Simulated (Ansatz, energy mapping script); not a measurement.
# Spin model of ScNiO2 in the infinite layer structure from collinear orders, part 2 of 2

Wanted: the magnetic order of ScNiO2 in the infinite layer structure, its couplings and an estimate of its ordering temperature, by PBEsol.

PBEsol; plane waves, collinear spin, no spin–orbit coupling.

So far. Step 2 (Parallel start in cell A (8 atoms)): The run ends antiferromagnetic, not as typed: a moment turned or collapsed in the SCF or in the program's search for a lower state. Step 3 (Order 2: parallel, cell B of 8 atoms): The run ends weakly magnetic, not as typed: a moment turned or collapsed in the SCF or in the program's search for a lower state.

### 4. Order 3: parallel, cell C of 8 atoms

A new cell needs its own zero of energy.

This run holds the same structure in another cell (a 2.882 → 4.794 Å, b 3.831 → 4.794 Å, c 7.661 → 4.794 Å, α 90.0 → 106.1°, β 90.0 → 111.2°, γ 90.0 → 111.2°).

File input.yaml:

```yaml
crystal:
  lattice:
    - [3.830613561, 0.0, 2.882333349]
    - [0.0, -3.830613561, -2.882333349]
    - [0.0, 3.830613561, -2.882333349]
  atoms:
    - { symbol: Sc, position: [0.5, 0.25, 0.75] }
    - { symbol: Sc, position: [0.5, 0.75, 0.25] }
    - { symbol: Ni, position: [0.0, 0.5, 0.5], spin: 2.0 }
    - { symbol: Ni, position: [0.0, 0.0, 0.0], spin: 2.0 }
    - { symbol: O, position: [0.5, 0.75, 0.75] }
    - { symbol: O, position: [0.5, 0.25, 0.25] }
    - { symbol: O, position: [0.0, 0.25, 0.75] }
    - { symbol: O, position: [0.0, 0.75, 0.25] }
magnetization:
  spin_polarized: true
kpoints:
  mp_grid: { grid: [10, 10, 10] }
hamiltonian:
  xc: pbesol
scf:
  occupations: { method: fermi_dirac, width: 0.05 }
output:
  eigenvalues: true
```

Launch:

```bash
ansatz run input.yaml --threads 4 --pin off --max-ram 8192MiB --backend cpu --events-out ev --progress --plain --runs-dir out
```

Numbers of over 12 decimals in the logs are rounded to 6 here.

Output:

```text
[...]
Crystal: 8 atoms, lattice volume = 84.588 Å³
Basis set: ecut = 420 eV, 1625 PW (Γ)
Bands: 52, of which v1, the nominal top of the filled ones, is band 41 counted from 1 (40 counted from 0)
Symmetry: 32 space group operations
[...]
k-points: 102 of 1000
[...]
Starting moments: Σ|m| = 4 μB on 2 of 8 sites
[...]
k-point 0 ↑: bands = [... 37 lower, 12.7919, 12.8816, 13.0453, 13.0453, 13.0979, 13.6763, 15.1369, 15.1369, ... 7 higher]
  k-point 1 ↑: bands = [... 37 lower, 12.6780, 13.0045, 13.0176, 13.0682, 13.1955, 13.8895, 15.2198, 15.2590, ... 7 higher]
  k-point 2 ↑: bands = [... 37 lower, 12.9469, 12.9764, 12.9808, 13.1723, 13.3514, 14.4140, 15.4313, 15.4535, ... 7 higher]
  k-point 101 ↓: bands = [... 37 lower, 12.6408, 13.1383, 13.3135, 13.3135, 14.6004, 15.5427, 16.0634, 16.2178, ... 7 higher]
[key lines of the parts left out:]
SCF converged after 2 iterations
Magnetization: -0.0000 μB (41.0000 up, 41.0000 down)
Free energy (F): -18081.734747 eV
Fermi energy:    13.739306 eV
```

Wall time 2.8 min (4 threads of Arm Neoverse V2, shared host); peak memory 2.6 GiB.

The run ends antiferromagnetic, not as typed: a moment turned or collapsed in the SCF or in the program's search for a lower state.

### 5. Parallel start in cell D (8 atoms)

A new cell needs its own zero of energy.

This run holds the same structure in another cell (a 4.794 → 2.882 Å, b 4.794 → 5.417 Å, c 4.794 → 5.417 Å, α 106.1 → 90.0°, β 111.2 → 90.0°, γ 111.2 → 90.0°).

File input.yaml:

```yaml
crystal:
  lattice:
    - [0.0, 0.0, -2.882333349]
    - [3.830613561, 3.830613561, 0.0]
    - [3.830613561, -3.830613561, 0.0]
  atoms:
    - { symbol: Sc, position: [0.5, 0.5, 0.0] }
    - { symbol: Sc, position: [0.5, 0.0, 0.5] }
    - { symbol: Ni, position: [0.0, 0.0, 0.0], spin: 2.0 }
    - { symbol: Ni, position: [0.0, 0.5, 0.5], spin: 2.0 }
    - { symbol: O, position: [0.0, 0.25, 0.25] }
    - { symbol: O, position: [0.0, 0.75, 0.75] }
    - { symbol: O, position: [0.0, 0.25, 0.75] }
    - { symbol: O, position: [0.0, 0.75, 0.25] }
magnetization:
  spin_polarized: true
kpoints:
  mp_grid: { grid: [12, 7, 7] }
hamiltonian:
  xc: pbesol
scf:
  occupations: { method: fermi_dirac, width: 0.05 }
output:
  eigenvalues: true
```

Output:

```text
[...]
Crystal: 8 atoms, lattice volume = 84.588 Å³
Basis set: ecut = 420 eV, 1645 PW (Γ)
Bands: 52, of which v1, the nominal top of the filled ones, is band 41 counted from 1 (40 counted from 0)
Symmetry: 32 space group operations
[...]
k-points: 70 of 588
[...]
Starting moments: Σ|m| = 4 μB on 2 of 8 sites
[...]
k-point 0 ↑: bands = [... 37 lower, 12.5496, 12.6120, 12.8860, 13.3075, 13.3075, 14.6047, 15.5609, 15.5649, ... 7 higher]
  k-point 1 ↑: bands = [... 37 lower, 12.5787, 12.7570, 12.9893, 13.2600, 13.2858, 14.5158, 15.5588, 15.6799, ... 7 higher]
  k-point 2 ↑: bands = [... 37 lower, 12.6216, 13.1320, 13.2223, 13.2411, 13.2539, 14.2664, 15.4053, 15.5619, ... 7 higher]
  k-point 69 ↓: bands = [... 37 lower, 12.8292, 12.8924, 12.9953, 14.1276, 14.5516, 15.4347, 15.6089, 15.6488, ... 7 higher]
[key lines of the parts left out:]
SCF converged after 2 iterations
Magnetization: -0.0000 μB (41.0000 up, 41.0000 down)
Free energy (F): -18081.741523 eV
Fermi energy:    13.750772 eV
```

It took 98 s on 4 threads; peak memory 1.9 GiB; 6.4 min of CPU time.

The run ends antiferromagnetic, not as typed: a moment turned or collapsed in the SCF or in the program's search for a lower state.

### 6. Order 5: parallel, cell E of 8 atoms

The parallel order again, as the reference for this cell.

This run holds the same structure in another cell (a 2.882 → 3.831 Å, b 5.417 → 4.794 Å, c 5.417 → 4.794 Å, α 90.0 → 106.1°).

File input.yaml:

```yaml
crystal:
  lattice:
    - [3.830613561, 0.0, 0.0]
    - [0.0, 3.830613561, 2.882333349]
    - [0.0, -3.830613561, 2.882333349]
  atoms:
    - { symbol: Sc, position: [0.5, 0.5, 0.0] }
    - { symbol: Sc, position: [0.5, 0.0, 0.5] }
    - { symbol: Ni, position: [0.0, 0.0, 0.0], spin: 2.0 }
    - { symbol: Ni, position: [0.0, 0.5, 0.5], spin: 2.0 }
    - { symbol: O, position: [0.5, 0.0, 0.0] }
    - { symbol: O, position: [0.5, 0.5, 0.5] }
    - { symbol: O, position: [0.0, 0.25, 0.75] }
    - { symbol: O, position: [0.0, 0.75, 0.25] }
magnetization:
  spin_polarized: true
kpoints:
  mp_grid: { grid: [10, 8, 8] }
hamiltonian:
  xc: pbesol
scf:
  occupations: { method: fermi_dirac, width: 0.05 }
output:
  eigenvalues: true
```

Output:

```text
[...]
Crystal: 8 atoms, lattice volume = 84.588 Å³
Basis set: ecut = 420 eV, 1637 PW (Γ)
Bands: 52, of which v1, the nominal top of the filled ones, is band 41 counted from 1 (40 counted from 0)
Symmetry: 16 space group operations
[...]
k-points: 126 of 640
[...]
Starting moments: Σ|m| = 4 μB on 2 of 8 sites
[...]
k-point 0 ↑: bands = [... 37 lower, 12.5727, 12.6583, 12.8338, 12.8968, 12.9888, 14.2550, 15.5695, 15.5702, ... 7 higher]
  k-point 1 ↑: bands = [... 37 lower, 12.6317, 12.6619, 12.7963, 12.9458, 13.0492, 14.1126, 15.5694, 15.6561, ... 7 higher]
  k-point 2 ↑: bands = [... 37 lower, 12.5503, 12.6584, 12.8442, 12.8669, 13.4731, 13.8234, 15.5706, 15.6387, ... 7 higher]
  k-point 125 ↓: bands = [... 37 lower, 12.9856, 13.3061, 13.3084, 14.2576, 14.6099, 15.6277, 15.6621, 16.0247, ... 7 higher]
[key lines of the parts left out:]
SCF converged after 19 iterations
Magnetization: 0.0001 μB (41.0000 up, 41.0000 down)
Free energy (F): -18081.726938 eV
Fermi energy:    13.773349 eV
```

Elapsed: 71 s, on 4 threads; peak memory 1 GiB.

The run ends non-magnetic, not as typed: a moment turned or collapsed in the SCF or in the program's search for a lower state.

### 7. The fit

Each energy difference is a sum of couplings weighted by the pairs that the order reverses. A few near shells are fitted to the differences by least squares. Energies are those extrapolated to zero occupation width, not the free energies F.

The orders side by side; each is measured from the parallel order in the same cell and on the same mesh:

| order | atoms | energy (meV a magnetic atom) | moments (μB) | moments kept as typed |
| --- | --- | --- | --- | --- |
| parallel in cell A (typed; ended antiferromagnetic) | 8 | - | 0.18 | no |
| parallel in cell B (typed; ended weakly magnetic) | 8 | - | 0.08 | no |
| parallel in cell C (typed; ended antiferromagnetic) | 8 | - | 0.29 | no |
| parallel in cell D (typed; ended antiferromagnetic) | 8 | - | 0.43 | no |
| parallel in cell E (typed; ended non-magnetic) | 8 | - | 0.00 | no |

No pair of orders in one cell converged with its signs kept, so no coupling can be fitted.

### 8. Summary of results

```yaml
couplings: not obtained
```

**Reading.** Only parallel starts were run, since none kept its moments as typed; they end antiferromagnetic, weakly magnetic and non-magnetic.

[Logs and program files are shortened in this print: banners, set-up blocks, solver, clock and traceback lines can be left out without a mark of their own.]

[Logs are printed without paths, hosts, clocks, repeated set-up lines and the standing remarks that a program may print on its own settings, such as how far it seeks lower states.]

[Hosts, paths, dates, database ids (printed as entryN), source tags and the programs' standing remarks are cut or masked in the printed files.]

[Where a cell is said to come from a database of computed structures, the database is the Materials Project.]
